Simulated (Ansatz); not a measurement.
## Resistivity from frozen vibrations: Mg(0001) with 2 thermally displaced layers, 2x2

Wanted: the phonon-limited resistivity of Mg at 180 K by the Landauer route.

Method: Ansatz plane-wave DFT, PBE, PAW files; ballistic transport by layer matching (Landauer), zero bias; PAW set soft_1, in Ansatz 0.2.0.

This is a report of a sequence of runs, with most program output left out.

## (1) The starting structure

The cell holds 48 atoms: 48 Mg. Its edges and angles: a = 6.419 Å, b = 6.419 Å, c = 31.262 Å, α = 90.0°, β = 90.0°, γ = 120.0°. It derives from Mg. Regions: lead, 40 atoms (40 Mg); scattering region, 8 atoms (8 Mg). The structure is stacked along c, and the current runs across the ab planes.

## (2) With 2 displaced layers

Each atom of 2 layers is moved at random, by amounts drawn from a normal law 0.0873 Å wide in each direction from the Debye model (400 K) at 180 K. The layers about the cell's end stay perfect and serve as the lead. Disorder leaves little or no symmetry, which makes such runs dear. Energies from -0.05 to 0.05 eV in steps of 0.05 eV are too few for the program's thermal sum, so it prints no conductance; for a metal the transmission near the Fermi level serves, at a fraction of the cost.

Input file input.yaml:

```yaml
crystal:
  lattice:
    - [6.41854, 0.0, 0.0]
    - [-3.20927, 5.5586186952, 0.0]
    - [0.0, 0.0, 31.26198]
  atoms:
    - { symbol: Mg, position: [0.1666666667, 0.3333333333, 0.0416666667] }
    - { symbol: Mg, position: [0.1666666667, 0.8333333333, 0.0416666667] }
    - { symbol: Mg, position: [0.6666666667, 0.3333333333, 0.0416666667] }
    - { symbol: Mg, position: [0.6666666667, 0.8333333333, 0.0416666667] }
    - { symbol: Mg, position: [0.3333333333, 0.1666666667, 0.125] }
    - { symbol: Mg, position: [0.3333333333, 0.6666666667, 0.125] }
    - { symbol: Mg, position: [0.8333333333, 0.1666666667, 0.125] }
    - { symbol: Mg, position: [0.8333333333, 0.6666666667, 0.125] }
[... 36 atom lines left out ...]
    - { symbol: Mg, position: [0.3333333333, 0.1666666667, 0.9583333333] }
    - { symbol: Mg, position: [0.3333333333, 0.6666666667, 0.9583333333] }
    - { symbol: Mg, position: [0.8333333333, 0.1666666667, 0.9583333333] }
    - { symbol: Mg, position: [0.8333333333, 0.6666666667, 0.9583333333] }
kpoints:
  mp_grid: { grid: [4, 4, 1] }
hamiltonian:
  xc: pbe
  pseudopotentials: { kind: paw, azcp: { folder: soft_1 } }
scf:
  occupations: { method: fermi_dirac, width: 0.1 }
output:
  transmission: { leads: [[0, 8]], kmesh: [8, 8], e_range: [-0.05, 0.05], de: 0.05 }
  write_potential: true
  write_density: true
  volumetric_format: npy
  elf: true
```

Started as:

```console
$ ansatz run input.yaml --threads 4 --pin off --max-ram 15360MiB --backend cpu --events-out ev --progress --plain --runs-dir out
```

Elapsed: 11 min, on 4 threads of Arm Neoverse V1, shared host; peak memory 6 GiB.

This step gave:

```
free energy                                    : -92343.2035 eV
energy at zero smearing                        : -92342.9676 eV
Fermi energy                                   : 5.547 eV
cell area                                      : 35.68 Å²
transmission per spin nearest the Fermi level  : 3.719
open channels per spin nearest the Fermi level : 3.766
step of the lead's potential                   : 4.5 meV
```

Per spin. Table of transmission, zone mean by energy, zero at the Fermi level:

| energy (eV) | transmission, zone mean |
| --- | --- |
| -0.0500 | 3.72 |
| 0.0000 | 3.72 |
| 0.0500 | 3.60 |

Per spin. Open channels, zone mean, lead against energy, zero at the Fermi level:

| energy (eV) | open channels, zone mean, lead |
| --- | --- |
| -0.0500 | 3.77 |
| 0.0000 | 3.77 |
| 0.0500 | 3.67 |

Transmission over k1 and k2. At 0.0000 eV from the Fermi level.

Ten even steps from '_' (1.99) to '@' (6.96):
```
----::::--------
::::__::__::::--
--::::@@@@::::--
----__@@@@@@__--
----::::@@@@::::
::--::::__::__::
----------::::--
==--::------::--
```
Columns: k1 (b1) from -0.5 to 0.375; rows upwards: k2 (b2) from -0.5 to 0.375.

Open channels over k1 and k2. At 0.0000 eV from the Fermi level.

Values, 8 rows by 8 columns:
```
4.00 4.00 3.00 3.00 4.00 4.00 4.00 4.00
3.00 3.00 2.00 3.00 2.00 3.00 3.00 4.00
4.00 3.00 3.00 7.00 7.00 3.00 3.00 4.00
4.00 4.00 2.00 7.00 7.00 7.00 2.00 4.00
4.00 4.00 3.00 3.00 7.00 7.00 3.00 3.00
3.00 4.00 3.00 3.00 2.00 3.00 2.00 3.00
4.00 4.00 4.00 4.00 4.00 3.00 3.00 4.00
4.00 4.00 3.00 4.00 4.00 4.00 3.00 4.00
```
Columns: k1 (b1) from -0.5 to 0.375; rows upwards: k2 (b2) from -0.5 to 0.375.

ELF in the ca plane at fractional y = 0.165, with atoms of Mg within 0.2 Å of it. It is the smooth field of the valence electrons, not physical close to the nuclei.

Values, 9 rows by 16 columns, each cell a mean:
```
0.36 0.19 0.23 0.55 0.54 0.45 0.19 0.19 0.54 0.42 0.55 0.18 0.17 0.46 0.53 0.56
0.30 0.25 0.22 0.62 0.67 0.42 0.23 0.20 0.57 0.68 0.56 0.20 0.22 0.41 0.67 0.63
0.41 0.16 0.28 0.49 0.40 0.49 0.18 0.24 0.48 0.41 0.51 0.20 0.17 0.48 0.40 0.49
0.50 0.51 0.52 0.28 0.10 0.44 0.51 0.51 0.37 0.11 0.39 0.52 0.52 0.46 0.10 0.27
0.45 0.20 0.35 0.43 0.29 0.48 0.22 0.25 0.50 0.33 0.48 0.28 0.22 0.48 0.29 0.42
0.31 0.26 0.22 0.62 0.65 0.45 0.21 0.20 0.53 0.62 0.52 0.19 0.22 0.42 0.65 0.62
0.33 0.24 0.22 0.59 0.59 0.46 0.19 0.18 0.53 0.58 0.50 0.18 0.20 0.44 0.59 0.59
0.48 0.30 0.43 0.36 0.19 0.47 0.36 0.39 0.44 0.24 0.44 0.36 0.33 0.48 0.20 0.35
0.49 0.42 0.49 0.30 0.13 0.48 0.38 0.46 0.36 0.08 0.40 0.45 0.44 0.47 0.12 0.30
```
Columns run along c (16.0 Å, from fractional 0.24 to 0.76 of the cell), rows up along a (6.4 Å). Atoms in or near the plane, at fractional coordinates: Mg at (0.29, 0.33), Mg at (0.29, 0.83), Mg at (0.46, 0.33), Mg at (0.46, 0.86), Mg at (0.62, 0.33), Mg at (0.62, 0.83).

Electrostatic potential energy in the ca plane at fractional y = 0.165, with atoms of Mg within 0.2 Å of it. With pseudopotentials it is smooth inside the atoms' cores, unlike the true potential.

Ten even steps from '0' (-68 eV) to '9' (7 eV), each cell a mean:
```
99987899999999999766899999999999778999999999
99731379999999998301599999999997214899999999
99610069999999997200489999999995001799999999
99730279999999998523799999999996203799999999
99976789999999999878999999999998767999999999
99999999999999999999999999999999999999999999
99999999999889999999999999999999999999998999
99999999999899999999999999999999999999998999
99998899999999999988999999999999889999999999
99864589999999999744799999999998546899999999
99710169999999998400389999999996102799999999
99610069999999998400389999999996001799999999
99853489999999999743689999999998435899999999
99988899999999999988999999999999888999999999
99999999999899999999999999999999999999998999
99999999999889999999999998899999999999998899
99999999999999999999999998899999999999999999
```
Columns run along c (16.0 Å, from fractional 0.24 to 0.76 of the cell; values clipped at the 3rd and 97th percentile), rows up along a (6.4 Å). Atoms in or near the plane, at fractional coordinates: Mg at (0.29, 0.33), Mg at (0.29, 0.83), Mg at (0.46, 0.33), Mg at (0.46, 0.86), Mg at (0.62, 0.33), Mg at (0.62, 0.83).

Valence density in the ca plane at fractional y = 0.165, with atoms of Mg within 0.2 Å of it. It is the smooth field of the valence electrons, not physical close to the nuclei.

Ten steps, logarithmic in the rise over the least value, from '0' (0 e/Å³) to '9' (24 e/Å³), each cell a mean:
```
00001100000000000132000000000000110000000000
00157610000000000587300000000002675100000000
00289830000000001698400000000003897200000000
00168610000000000466200000000002786100000000
00013200000000000011000000000000231000000000
00000000000000000000000000000000000000000000
00000000000000000000000000000000000000000000
00000000000000000000000000000000000000000000
00000000000000000000000000000000000000000000
00035300000000000145200000000000453000000000
00279720000000000489600000000003896100000000
00279820000000000599600000000003897200000000
00046400000000000255200000000001563000000000
00000000000000000000000000000000000000000000
00000000000000000000000000000000000000000000
00000000000000000000000000000000000000000000
00000000000000000000000000000000000000000000
```
Columns run along c (16.0 Å, from fractional 0.24 to 0.76 of the cell), rows up along a (6.4 Å). Atoms in or near the plane, at fractional coordinates: Mg at (0.29, 0.33), Mg at (0.29, 0.83), Mg at (0.46, 0.33), Mg at (0.46, 0.86), Mg at (0.62, 0.33), Mg at (0.62, 0.83).

Over the solved energies the transmission per spin lies between 3.60 and 3.72, out of 3.73 channels of the lead on average (up to 3.77).

## (3) With 6 displaced layers

Each atom of 6 layers is moved at random, by amounts drawn from a normal law 0.0873 Å wide in each direction from the Debye model (400 K) at 180 K. A fresh draw is used; the growth of the resistance with length is what counts.

System of this step: Mg(0001) with 6 thermally displaced layers, 2x2. The cell holds 64 atoms: 64 Mg. Its edges and angles: a = 6.419 Å, b = 6.419 Å, c = 41.683 Å, α = 90.0°, β = 90.0°, γ = 120.0°. It derives from Mg. Regions: lead, 40 atoms (40 Mg); scattering region, 24 atoms (24 Mg). The structure is stacked along c, and the current runs across the ab planes.

Input file input.yaml:

```yaml
crystal:
  lattice:
    - [6.41854, 0.0, 0.0]
    - [-3.20927, 5.5586186952, 0.0]
    - [0.0, 0.0, 41.68264]
  atoms:
    - { symbol: Mg, position: [0.1666666667, 0.3333333333, 0.03125] }
    - { symbol: Mg, position: [0.1666666667, 0.8333333333, 0.03125] }
    - { symbol: Mg, position: [0.6666666667, 0.3333333333, 0.03125] }
    - { symbol: Mg, position: [0.6666666667, 0.8333333333, 0.03125] }
    - { symbol: Mg, position: [0.3333333333, 0.1666666667, 0.09375] }
    - { symbol: Mg, position: [0.3333333333, 0.6666666667, 0.09375] }
    - { symbol: Mg, position: [0.8333333333, 0.1666666667, 0.09375] }
    - { symbol: Mg, position: [0.8333333333, 0.6666666667, 0.09375] }
[... 52 atom lines left out ...]
    - { symbol: Mg, position: [0.3333333333, 0.1666666667, 0.96875] }
    - { symbol: Mg, position: [0.3333333333, 0.6666666667, 0.96875] }
    - { symbol: Mg, position: [0.8333333333, 0.1666666667, 0.96875] }
    - { symbol: Mg, position: [0.8333333333, 0.6666666667, 0.96875] }
kpoints:
  mp_grid: { grid: [4, 4, 1] }
hamiltonian:
  xc: pbe
  pseudopotentials: { kind: paw, azcp: { folder: soft_1 } }
scf:
  occupations: { method: fermi_dirac, width: 0.1 }
output:
  transmission: { leads: [[0, 8]], kmesh: [8, 8], e_range: [-0.05, 0.05], de: 0.05 }
  write_potential: true
  write_density: true
  volumetric_format: npy
```

The job ended after 15 min (4 threads; peak memory 9.6 GiB).

Numbers from this step:

```yaml
free_energy: -123123.6114 eV
energy_at_zero_smearing: -123123.2901 eV
fermi_energy: 5.515 eV
transmission_per_spin_nearest_the_fermi_level: 3.568
step_of_the_lead_s_potential: 6.4 meV
```

Per spin. Table of transmission, zone mean by energy, zero at the Fermi level:

| energy (eV) | transmission, zone mean |
| --- | --- |
| -0.0500 | 3.52 |
| 0.0000 | 3.57 |
| 0.0500 | 3.54 |

Over the solved energies the transmission per spin lies between 3.52 and 3.57, out of 3.77 channels of the lead on average (up to 3.77).

## (4) With 10 displaced layers

Each atom of 10 layers is moved at random, by amounts drawn from a normal law 0.0873 Å wide in each direction from the Debye model (400 K) at 180 K. A fresh draw is used; the growth of the resistance with length is what counts.

System of this step: Mg(0001) with 10 thermally displaced layers, 2x2. The cell holds 80 atoms: 80 Mg. Its edges and angles: a = 6.419 Å, b = 6.419 Å, c = 52.103 Å, α = 90.0°, β = 90.0°, γ = 120.0°. It derives from Mg. Regions: lead, 40 atoms (40 Mg); scattering region, 40 atoms (40 Mg). The structure is stacked along c, and the current runs across the ab planes.

Input file input.yaml:

```yaml
crystal:
  lattice:
    - [6.41854, 0.0, 0.0]
    - [-3.20927, 5.5586186952, 0.0]
    - [0.0, 0.0, 52.1033]
  atoms:
    - { symbol: Mg, position: [0.1666666667, 0.3333333333, 0.025] }
    - { symbol: Mg, position: [0.1666666667, 0.8333333333, 0.025] }
    - { symbol: Mg, position: [0.6666666667, 0.3333333333, 0.025] }
    - { symbol: Mg, position: [0.6666666667, 0.8333333333, 0.025] }
    - { symbol: Mg, position: [0.3333333333, 0.1666666667, 0.075] }
    - { symbol: Mg, position: [0.3333333333, 0.6666666667, 0.075] }
    - { symbol: Mg, position: [0.8333333333, 0.1666666667, 0.075] }
    - { symbol: Mg, position: [0.8333333333, 0.6666666667, 0.075] }
[... 68 atom lines left out ...]
    - { symbol: Mg, position: [0.3333333333, 0.1666666667, 0.975] }
    - { symbol: Mg, position: [0.3333333333, 0.6666666667, 0.975] }
    - { symbol: Mg, position: [0.8333333333, 0.1666666667, 0.975] }
    - { symbol: Mg, position: [0.8333333333, 0.6666666667, 0.975] }
kpoints:
  mp_grid: { grid: [4, 4, 1] }
hamiltonian:
  xc: pbe
  pseudopotentials: { kind: paw, azcp: { folder: soft_1 } }
scf:
  occupations: { method: fermi_dirac, width: 0.1 }
output:
  transmission: { leads: [[0, 8]], kmesh: [8, 8], e_range: [-0.05, 0.05], de: 0.05 }
  write_potential: true
  write_density: true
  volumetric_format: npy
```

It took 21 min on 4 threads; peak memory 9.8 GiB; 79 min of CPU time.

This step gave:

```
free energy                                   : -153904.1249 eV
energy at zero smearing                       : -153903.6799 eV
Fermi energy                                  : 5.485 eV
transmission per spin nearest the Fermi level : 3.416
step of the lead's potential                  : 1.6 meV
```

Per spin. Table of transmission, zone mean by energy, zero at the Fermi level:

| energy (eV) | transmission, zone mean |
| --- | --- |
| -0.0500 | 3.22 |
| 0.0000 | 3.42 |
| 0.0500 | 3.44 |

Over the solved energies the transmission per spin lies between 3.22 and 3.44, out of 3.70 channels of the lead on average (up to 3.77).

## (5) Resistance against length

This step: Ansatz plane-wave DFT, PBE, PAW files; ballistic transport by layer matching (Landauer), zero bias; resistivity from the slope of the area resistance; PAW set soft_1 (Ansatz 0.2.0).

Numbers from this step:

| Item | Value |
| --- | --- |
| resistivity | 5.213 µΩ cm |
| intercept | -0.007495 fΩ m² |
| scatter about the fit | 0.002359 fΩ m² |

Resistance, by row:

| run | length (Å) | T | channels N | RA (fΩ m²) |
| --- | --- | --- | --- | --- |
| n2 | 5.21 | 3.681 | 3.734 | 0.018 |
| n6 | 15.63 | 3.542 | 3.766 | 0.07732 |
| n10 | 26.05 | 3.361 | 3.703 | 0.1266 |

The area resistance by length of the displaced region:

| length of the displaced region (Å) | area resistance (fΩ m²) |
| --- | --- |
| 5.21 | 0.0180 |
| 15.63 | 0.0773 |
| 26.05 | 0.127 |

The area resistance goes from 0.018 to 0.13 fΩ m² between 5.2 and 26.1 Å, a slope of 5.2 µΩ cm.

By hand from the end points: (0.1266 − 0.01800) fΩ m² / (26.05 − 5.21) Å = 5.2 µΩ cm, since 1 fΩ m² per Å is 1000 µΩ cm.

## (6) Results

| Item | Value |
| --- | --- |
| resistivity from the slope | 5.21 µΩ cm |
| area resistance over 5.21 Å | 0.0180 fΩ m² |
| area resistance over 15.6 Å | 0.0773 fΩ m² |
| area resistance over 26.1 Å | 0.127 fΩ m² |

What this shows: The slope gives 5.2 µΩ cm. The points scatter by 0.0024 fΩ m² about the line, with one random draw a length in a 2x2 cell, so the slope is a rough value. The mean square of the displacements drawn is 0.73, 0.99 and 0.93 of the nominal one at the three lengths; with each resistance scaled back by that, the slope is 5.4 µΩ cm, the value used below. The lead's own channel count moves between the runs (3.73, 3.77 and 3.70), which shifts RA and the slope too. Read with a model of isotropic scattering on a spherical Fermi surface and the lead's 0.81×10¹⁵ S/m², this slope means a mean free path near 205 Å; over these lengths the model's slope is 1.19 times its bulk resistivity, which would be 4.5 µΩ cm. Uncorrelated displacements put too much weight on short waves, which scatter strongly; with the sideways repeat of a small cell, one draw and three short lengths, the method is good to a factor of two or three.

[Logs are printed without paths, hosts, clocks, repeated set-up lines and the standing remarks that a program may print on its own settings, such as how far it seeks lower states.]

[Hosts, paths, dates, database ids (printed as entryN), source tags and the programs' standing remarks are cut or masked in the printed files.]
